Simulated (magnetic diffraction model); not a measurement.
# Which magnetic order? Rb₂CeTlF₆

Space group Fm-3m (no. 225), a = 9.0600 Å.

| site | atom | x | y | z |
| --- | --- | --- | --- | --- |
| 4b | Tl | 1/2 | 0 | 0 |
| 4a | Ce | 0 | 0 | 0 |
| 8c | Rb | 1/4 | 1/4 | 3/4 |
| 24e | F | 0.2426 | 0 | 0 |

This is a made-up structure (elements placed in a structure type, unrelaxed), so the numbers test the method and describe no known phase.

Only Ce is taken to order (form factors of Ce3+); orders and moment sizes are assumed, and not adapted to the symmetry. Radiation: neutrons of λ = 1.909 Å, 5° to 100°; isotropic B of 0.44 Å² (Tl), 0.41 Å² (Ce), 0.6 Å² (Rb) and 0.73 Å² (F). The intensities are simulated: I ∝ L Σ (|F_N|² + |F_M⊥|²) for unpolarised neutrons, with F_M = 2.695 fm/μB × Σ f(s) S exp(2πi Q·r) exp(−B s²) at Q = H ± k (one set where k and −k are equivalent), only the part normal to Q counting and L = 1/(sin²θ cos θ). For collinear order S is the moment m, which repeats by lattice and centring translations R with the sign exp(−2πi k·R). Form factors are spin-only for 3d ions and dipole or tabulated for f ions, scattering lengths are Sears's of 1992, and absorption is left out. A label names one of the reflections at its angle. The strongest nuclear line in the range is 100, and lines under 0.2 are left out.

Above the ordering temperature:

```csv
2θ (°),index,I
21.03,(1 1 1),1.0
24.33,(2 0 0),11.4
34.67,(2 2 0),27.3
40.90,(3 1 1),2.9
42.81,(2 2 2),51.3
49.85,(4 0 0),94.8
54.67,(3 3 1),3.7
56.22,(4 2 0),9.2
62.15,(4 2 2),19.1
66.38,(3 3 3),1.6
73.16,(4 4 0),100.0
77.11,(5 3 1),0.6
78.41,(6 0 0),6.9
83.57,(6 2 0),13.6
87.39,(5 3 3),0.9
88.67,(6 2 2),45.7
93.76,(4 4 4),48.8
97.59,(7 1 1),1.7
98.88,(6 4 0),4.7
```

Below it (cell unchanged):

```
2θ (°)      I
 12.10    3.3
 17.14    1.6
 21.03    1.0
 24.33   11.4
 27.25    1.5
 29.91    1.6
 34.67   27.3
 36.85    1.0
 38.92    0.6
 40.90    2.9
 42.81   51.3
 44.65    0.7
 46.43    0.9
 49.85   94.8
 51.49    0.7
 53.10    0.6
 54.67    3.7
 56.22    9.2
 57.73    0.5
 59.23    0.2
 62.15   19.1
 63.57    0.3
 64.99    0.7
 66.38    1.6
 69.13    0.6
 70.49    0.3
 73.16  100.0
 74.49    0.3
 75.80    0.3
 77.11    0.6
 78.41    6.9
 81.00    0.4
 83.57   13.6
 84.84    0.4
 86.12    0.2
 87.39    0.9
```
(The table stops after 36 lines; 7 more lie at higher angle.)

**Question.** Check that the new lines index with k = (0 0 1), then choose among these models:
A. collinear moments along [010], 1.9 μB on Ce
B. collinear moments along [111], 1.9 μB on Ce
C. collinear moments along [101], 1.9 μB on Ce

The new lines index as (0 0 1) at 12.10°, (1 1 0) at 17.14°, (2 0 1) at 27.25° and (1 1 2) at 29.91°, that is as H ± k with k = (0 0 1), one of 3 inequivalent arms of its star (k and −k counted as one), which a powder can't tell apart. The indices are whole but break the lattice centring, so the moments reverse under a centring translation, those with k·t a half-integer.

Magnetic intensity, observed (below minus above) and for each model:

| 2θ (°) | index | observed | A | B | C |
| --- | --- | --- | --- | --- | --- |
| 12.10 | (0 0 1) | 3.3 | 3.3 | 2.2 | 1.6 |
| 17.14 | (1 1 0) | 1.6 | 1.6 | 2.1 | 2.4 |
| 27.25 | (2 0 1) | 1.5 | 1.5 | 1.6 | 1.7 |
| 29.91 | (1 1 2) | 1.6 | 1.6 | 1.3 | 1.2 |
| 38.92 | (3 1 0) | 0.6 | 0.6 | 0.7 | 0.8 |
| 44.65 | (2 0 3) | 0.7 | 0.7 | 0.5 | 0.5 |
| 53.10 | (3 3 0) | 0.6 | 0.6 | 0.5 | 0.5 |
| 57.73 | (4 2 1) | 0.5 | 0.5 | 0.6 | 0.6 |

Model A matches.

The structure used: k = (0 0 1), collinear moments along [010], 1.9 μB on Ce.

[Logs are printed without paths, hosts, clocks, repeated set-up lines and the standing remarks that a program may print on its own settings, such as how far it seeks lower states.]
